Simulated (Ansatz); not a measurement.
**KTaSe3 (model cell, started as cubic perovskite with Ta in the octahedra): following an unstable mode**

Aim: this structure of KTaSe3 (model cell, started as cubic perovskite with Ta in the octahedra) is to be tested for unstable modes, and one is followed downhill.

Method: DFT LDA, scalar-relativistic, plane waves, PAW; PAW set soft_1, in Ansatz 0.2.0.

Most raw output is cut from this account.

The structure was built from a prototype and need not be the compound's stable phase.

**1. Set-up**

Symmetry: Pm-3m, No. 221, cubic system. The conventional cell has a = 4.999 Å, b = 4.999 Å, c = 4.999 Å, α = 90.00°, β = 90.00°, γ = 90.00°. Nearest to K lie 12 Se at 3.53 Å. Ta has 6 Se at 2.50 Å nearest. Se has 2 Ta at 2.50 Å and 4 K at 3.53 Å nearest. Farther neighbours and most contacts between anions are not listed.

Coordinates:

```cif
data_structure
_symmetry_space_group_name_H-M 'P 1'
_symmetry_Int_Tables_number 1
_cell_length_a 4.9989
_cell_length_b 4.9989
_cell_length_c 4.9989
_cell_angle_alpha 90.000
_cell_angle_beta 90.000
_cell_angle_gamma 90.000
_cell_volume 124.92
loop_
_atom_site_label
_atom_site_type_symbol
_atom_site_fract_x
_atom_site_fract_y
_atom_site_fract_z
_atom_site_occupancy
K1 K 0.00000 0.00000 0.00000 1
Ta2 Ta 0.50000 0.50000 0.50000 1
Se3 Se 0.50000 0.50000 0.00000 1
Se4 Se 0.50000 0.00000 0.50000 1
Se5 Se 0.00000 0.50000 0.50000 1
```

**2. The dispersion**

The cell comes from relaxations at this level that are not shown. Stability and thermal properties need the whole zone. Linear response on a 2×2×2 q mesh gives force constants as far as a supercell of that size would.

input.yaml reads:

```yaml
crystal:
  lattice:
    - [4.998906978, 0.0, 0.0]
    - [0.0, 4.998906978, 0.0]
    - [0.0, 0.0, 4.998906978]
  atoms:
    - { symbol: K, position: [0.0, 0.0, 0.0] }
    - { symbol: Ta, position: [0.5, 0.5, 0.5] }
    - { symbol: Se, position: [0.5, 0.5, 0.0] }
    - { symbol: Se, position: [0.5, 0.0, 0.5] }
    - { symbol: Se, position: [0.0, 0.5, 0.5] }
kpoints:
  mp_grid: { grid: [8, 8, 8] }
hamiltonian:
  xc: lda
  pseudopotentials: { kind: paw, azcp: { folder: soft_1 }, xc_functional: pbe }
scf:
  occupations: { method: methfessel_paxton, width: 0.2 }
output:
  eigenvalues: true
phonons:
  method: dfpt
  qmesh: [2, 2, 2]
  temperatures: { t_max: 1000, t_step: 50 }
  qpath:
    path:
      - [[0.0, 0.0, 0.0], [0.0, 0.5, 0.0], [0.5, 0.5, 0.0], [0.0, 0.0, 0.0], [0.5, 0.5, 0.5], [0.0, 0.5, 0.0]]
      - [[0.5, 0.5, 0.5], [0.5, 0.5, 0.0]]
    npoints: 10
```

On the command line:

```
$ ansatz run input.yaml --threads 4 --pin off --max-ram 16384MiB --backend cpu --events-out ev --progress --plain --runs-dir out
```

Run time: 7.8 min. Hardware: 4 threads of Arm Neoverse V1, shared host; peak memory 1.8 GiB.

Numbers from this step:

- volume per atom: 24.98 Å³
- gap on the k-mesh: 0 eV
- sum-rule residual before enforcement: 3.63e-5 eV/Å²
- lowest frequency on the path: -126.6 cm⁻¹
- point group: m-3m
- highest frequency on the path or at a solved wavevector: 302.9 cm⁻¹
- highest optical mode at the zone centre (no LO-TO term): 230.7 cm⁻¹
- lowest optical zone-centre mode: 45.85 cm⁻¹
- lowest mode on the q mesh (acoustic modes at Γ apart): -126.6 cm⁻¹

Frequencies (cm⁻¹) solved at each irreducible wavevector; negative means imaginary. Frequencies by wavevector, by row:

```
q in reciprocal lattice units  star  mode 1  mode 2  mode 3  mode 4  mode 13  mode 14  mode 15
                        0 0 0     1       0       0       0    45.9    230.7    230.7    230.7
                     0 0 -0.5     3      13      13    58.8    58.8    229.4    229.4    263.7
                  0 -0.5 -0.5     3   -45.4   -19.4      65      65    149.5    228.3    284.8
               -0.5 -0.5 -0.5     1  -126.6  -126.6   -48.8   -48.8    149.6    149.6    302.1
```

Interpolated from a 2×2×2 q mesh. Phonon branches along the path, in cm⁻¹:

```
    point  branch 1  branch 2  branch 3  branch 4  branch 12  branch 13  branch 14  branch 15
        Γ         0         0         0        46         80        231        231        231
  halfway        17        17        51        51        110        230        230        246
        X        13        13        59        59        148        229        229        264
  halfway        -8        28        49        67        149        172        229        280
        M       -45       -19        65        65        150        150        228        285
  halfway        14        23        56        61        114        197        230        268
        Γ         0         0         0        46         80        231        231        231
  halfway        14        14        40        69        115        185        185        289
        R      -127      -127       -49       -49        150        150        150        302
  halfway        15        21        33        55        144        149        172        298
        X        13        13        59        59        148        229        229        264
jump to R      -127      -127       -49       -49        150        150        150        302
  halfway       -66       -47        27        27        147        150        150        302
        M       -45       -19        65        65        150        150        228        285
```

Symmetry leaves 4 wavevectors to solve. The lowest mode among them, the acoustic zeros apart, lies at q = (-0.5, -0.5, -0.5) and is imaginary, 126.6i cm⁻¹, so the energy falls along it.

**3. The mode frozen in, largest atomic shift 0 Å**

The mode followed lies at q = (-0.5, -0.5, -0.5) with frequency 126.6i cm⁻¹ and is 2-fold degenerate, the softest among the wavevectors solved. At small amplitude the distorted cell has space group no. 139 by a symmetry search on the positions. The undistorted cell that holds it gives the zero of energy on the same k mesh.

System of this step: KTaSe3 (model cell, started as cubic perovskite with Ta in the octahedra). Symmetry: Pm-3m, No. 221, cubic system. The conventional cell has a = 4.999 Å, b = 4.999 Å, c = 4.999 Å, α = 90.00°, β = 90.00°, γ = 90.00°. Nearest to K lie 12 Se at 3.53 Å. Nearest to Ta lie 6 Se at 2.50 Å. Nearest to Se lie 2 Ta at 2.50 Å and 4 K at 3.53 Å. Farther neighbours and most contacts between anions are not listed.

input.yaml, the sections that differ from step 2:

```yaml
crystal:
  lattice:
    - [4.998906978, 4.998906978, 0.0]
    - [4.998906978, 0.0, 4.998906978]
    - [4.998906978, 0.0, -4.998906978]
  atoms:
    - { symbol: K, position: [0.0, 0.0, 0.0] }
    - { symbol: K, position: [0.0, 0.5, 0.5] }
    - { symbol: Ta, position: [0.5, 0.25, 0.75] }
    - { symbol: Ta, position: [0.5, 0.75, 0.25] }
    - { symbol: Se, position: [0.5, 0.5, 0.5] }
    - { symbol: Se, position: [0.5, 0.0, 0.0] }
    - { symbol: Se, position: [0.0, 0.5, 0.0] }
    - { symbol: Se, position: [0.0, 0.0, 0.5] }
    - { symbol: Se, position: [0.5, 0.5, 0.0] }
    - { symbol: Se, position: [0.5, 0.0, 0.5] }
output:
  forces: true
  stress: true
  eigenvalues: true
# kpoints, hamiltonian, scf: as in step 2
# phonons: removed
```

It took 12 s on 4 threads; peak memory 0.98 GiB; 48 s of CPU time.

This step gave:

```
pressure                         : -0.1008 GPa
energy from the undistorted cell : 0 meV/atom
```

The run ends at a pressure of -0.10 GPa.

**4. The mode frozen in, largest atomic shift 0.04 Å**

The atoms are moved along the unstable eigenvector, the largest shift by 0.04 Å, with the cell fixed.

input.yaml, the sections that differ from step 3:

```yaml
crystal:
  lattice:
    - [4.998906978, 4.998906978, 0.0]
    - [4.998906978, 0.0, 4.998906978]
    - [4.998906978, 0.0, -4.998906978]
  atoms:
    - { symbol: K, position: [0.0, 0.0, 0.0] }
    - { symbol: K, position: [0.0, 0.5, 0.5] }
    - { symbol: Ta, position: [0.5, 0.25, 0.75] }
    - { symbol: Ta, position: [0.5, 0.75, 0.25] }
    - { symbol: Se, position: [0.5, 0.5020004373, 0.4979995627] }
    - { symbol: Se, position: [0.5, -0.0020004373, 0.0020004373] }
    - { symbol: Se, position: [0.0080017492, 0.4959991254, -0.0040008746] }
    - { symbol: Se, position: [-0.0080017492, 0.0040008746, 0.5040008746] }
    - { symbol: Se, position: [0.5, 0.5020004373, 0.0020004373] }
    - { symbol: Se, position: [0.5, -0.0020004373, 0.4979995627] }
# kpoints, hamiltonian, scf, output: as in step 3
```

Run time: 28 s. Hardware: 4 threads; peak memory 1.3 GiB; 1.8 min of CPU time.

This step gave:

```
pressure                         : -0.009525 GPa
gap on the k-mesh                : 0.07621 eV
energy from the undistorted cell : -0.341 meV/atom
```

The energy, extrapolated to zero smearing, is -0.34 meV/atom against the undistorted cell.

The run ends at a pressure of -0.01 GPa, with forces up to 0.024 eV/Å.

**5. Energy along the mode, all amplitudes (two of the runs are shown above)**

An imaginary frequency means negative curvature, so the energy should fall and then rise again as anharmonic terms take over.

This step gave:

```
depth at the lowest point sampled  : 0.341 meV/atom
largest atomic shift at that point : 0.04 Å
```

Table of energy from the parent by largest atomic shift:

```
largest atomic shift (Å)  energy from the parent (meV/atom)
                  0.0000                                  0
                  0.0400                             -0.341
                  0.0800                               1.40
                  0.1400                               16.1
```

Displacement at unit largest shift by atom:

```
atom  x (Å)  y (Å)  z (Å)  size
  K1   0.00   0.00   0.00  0.00
  K2   0.00   0.00   0.00  0.00
 Ta3   0.00   0.00   0.00  0.00
 Ta4   0.00   0.00   0.00  0.00
 Se5   0.00   0.00   0.50  0.50
 Se6   0.00   0.00  -0.50  0.50
 Se7   0.00   1.00   0.00  1.00
 Se8   0.00  -1.00   0.00  1.00
 Se9   0.50   0.00   0.00  0.50
Se10  -0.50   0.00   0.00  0.50
```

The lowest of the steps tried is at 0.04 Å, 0.341 meV/atom below the parent; the bottom of the well need not coincide with a step.

**6. Relaxing from the distorted cell**

Starting from the lowest point found, all atoms and the cell are let go, so that strain and other modes of the same symmetry can join in.

input.yaml, as its differences from that of step 4:

```diff
@@ -27 +27,10 @@
   eigenvalues: true
+  write_density: true
+  write_potential: true
+  elf: true
+  volumetric_format: npy
+relax:
+  adjacent_minimum: "off"
+  f_tol: 0.002
+  max_steps: 120
+  cell: { stress_tol: 0.03 }
```

The job ended after 2.6 min (4 threads; peak memory 1.3 GiB; 10 min of CPU time).

The steps of the relaxation:

```
step  energy less that of the first step (eV)  largest force component (eV/Å)  pressure (GPa)  volume (Å³)
   1                                   0.0000                          0.0238           -0.01       249.84
   2                                  -0.0001                          0.0156            0.00       249.77
   3                                  -0.0003                          0.0068           -0.01       249.75
   4                                  -0.0002                          0.0185            0.01       249.68
   5                                  -0.0003                          0.0017            0.00       249.71
  6*                                  -0.0003                          0.0017            0.00       249.71
```

Relaxation steps marked * repeat the geometry before them on a plane-wave basis chosen anew for their cell, so energy and pressure can jump there. Relaxation step 4 was tried and not accepted.

The run keeps the 16 symmetry operations that it works with, so distortions that break them were not tested.

```
conventional cell, symmetrised  before  after  change
                         a (Å)   7.070  7.067  -0.0 %
                         b (Å)   7.070  7.067  -0.0 %
                         c (Å)   9.998  9.999  +0.0 %
              volume (Å³/atom)   24.98  24.97  -0.1 %
```

This step gave:

```yaml
pressure: 3.65e-4 GPa
volume_per_atom: 24.97 Å³
gap_on_the_k_mesh: 0.07280 eV
```

Electrostatic potential energy in the ac plane of the conventional cell at fractional y = 0.000, with atoms of K and Ta and Se within 0.2 Å of it. With pseudopotentials it is smooth inside the atoms' cores, unlike the true potential.

Ten even steps from '0' (-43 eV) to '9' (12 eV), each cell a mean:
```
00489999999999998620
24789999999999999852
77899999999999999987
67899999877899999987
76799998532479999866
98689997300158999769
97699997410268999768
66899998754689999976
78999999988899999988
56899999999999999876
02589999999999999731
00379999999999998610
00489999999999998620
24789999999999999852
78899999999999999987
78999999877899999987
66799998532479999866
97689997300158999769
97689997410268999769
66899998754689999866
78999999988899999987
56899999999999999876
02589999999999999731
00379999999999998610
```
Columns run along a (7.1 Å; values clipped at the 3rd and 97th percentile), rows up along c (10.0 Å), edges of the conventional cell, whose origin can differ from the input's. Atoms in or near the plane, at fractional coordinates: K at (0.50, 0.75), K at (0.50, 0.25), Ta at (0.00, 0.00), Ta at (0.00, 0.50), Se at (0.00, 0.75), Se at (0.00, 0.25).

Valence density in the ac plane of the conventional cell at fractional y = 0.000, with atoms of K and Ta and Se within 0.2 Å of it. It is the smooth field of the valence electrons, not physical close to the nuclei.

Values in e/Å³, 13 rows by 16 columns, each cell a mean:
```
 4  2  0  0  0  0  0  0  0  0  0  0  0  0  1  3
 1  0  0  0  0  0  0  0  0  0  0  0  0  0  0  1
12  2  0  0  0  0  1  2  3  1  0  0  0  0  1  7
21  3  0  0  0  0  1  3  4  2  0  0  0  0  1 12
 1  0  0  0  0  0  0  0  1  0  0  0  0  0  0  1
 3  1  0  0  0  0  0  0  0  0  0  0  0  0  1  2
 4  3  1  0  0  0  0  0  0  0  0  0  0  0  2  4
 2  1  0  0  0  0  0  0  0  0  0  0  0  0  0  1
 1  1  0  0  0  0  0  1  1  0  0  0  0  0  0  1
28  3  0  0  0  0  1  4  4  2  0  0  0  0  1 16
 5  1  0  0  0  0  1  2  2  1  0  0  0  0  1  3
 1  0  0  0  0  0  0  0  0  0  0  0  0  0  0  1
 4  3  0  0  0  0  0  0  0  0  0  0  0  0  2  4
```
Columns run along a (7.1 Å), rows up along c (10.0 Å), edges of the conventional cell, whose origin can differ from the input's. Atoms in or near the plane, at fractional coordinates: K at (0.50, 0.75), K at (0.50, 0.25), Ta at (0.00, 0.00), Ta at (0.00, 0.50), Se at (0.00, 0.75), Se at (0.00, 0.25).

ELF in the ac plane of the conventional cell at fractional y = 0.000, with atoms of K and Ta and Se within 0.2 Å of it. It is the smooth field of the valence electrons, not physical close to the nuclei.

Ten even steps from '0' (0.01) to '9' (0.86), each cell a mean:
```
57512210000001121376
75211110000000111146
33321000011000012233
88752001578620013678
68974005999982026886
15885017987994027973
36884017998993027885
88862003899961014788
66531000245310002456
42111100000000011123
87312110000001121257
27622210000001121375
57512210000001121377
75211110000000111146
33211000011000011233
87641001578620013578
78873005999982015887
25885017987994027973
36885017998993027984
88873003899961015888
66531000245310012566
43211100000000011123
87312110000001121257
27622210000001121375
```
Columns run along a (7.1 Å), rows up along c (10.0 Å), edges of the conventional cell, whose origin can differ from the input's. Atoms in or near the plane, at fractional coordinates: K at (0.50, 0.75), K at (0.50, 0.25), Ta at (0.00, 0.00), Ta at (0.00, 0.50), Se at (0.00, 0.75), Se at (0.00, 0.25).

The distorted start has space group I4/mmm; the relaxation ends in I4/mmm.

**7. The new phase in its own primitive cell**

The relaxed structure is symmetrised, reduced to its primitive cell and relaxed tightly, as its phonons need.

input.yaml reads:

```yaml
crystal:
  lattice:
    - [-3.5335787451, 3.5335787451, 4.9997291948]
    - [3.5335787451, -3.5335787451, 4.9997291948]
    - [3.5335787451, 3.5335787451, -4.9997291948]
  atoms:
    - { symbol: K, position: [0.75, 0.25, 0.5] }
    - { symbol: K, position: [0.25, 0.75, 0.5] }
    - { symbol: Ta, position: [0.0, 0.0, 0.0] }
    - { symbol: Ta, position: [0.5, 0.5, 0.0] }
    - { symbol: Se, position: [0.2516455281, 0.7483544719, 0.0] }
    - { symbol: Se, position: [0.7483544719, 0.2516455281, 0.0] }
    - { symbol: Se, position: [0.7533028042, 0.7533028042, 0.0] }
    - { symbol: Se, position: [0.2466971958, 0.2466971958, 0.0] }
    - { symbol: Se, position: [0.7483544719, 0.7483544719, 0.4967089439] }
    - { symbol: Se, position: [0.2516455281, 0.2516455281, 0.5032910561] }
kpoints:
  mp_grid: { grid: [6, 6, 6] }
hamiltonian:
  xc: lda
  pseudopotentials: { kind: paw, azcp: { folder: soft_1 }, xc_functional: pbe }
scf:
  occupations: { method: methfessel_paxton, width: 0.2 }
output:
  forces: true
  stress: true
  eigenvalues: true
relax:
  adjacent_minimum: "off"
  f_tol: 0.001
  max_steps: 60
  cell: { stress_tol: 0.01 }
```

Elapsed: 92 s, on 4 threads; peak memory 1 GiB; 6.1 min of CPU time.

(Part 1 of 2 ends here.)

[Logs are printed without paths, hosts, clocks, repeated set-up lines and the standing remarks that a program may print on its own settings, such as how far it seeks lower states.]

[Hosts, paths, dates, database ids (printed as entryN), source tags and the programs' standing remarks are cut or masked in the printed files.]
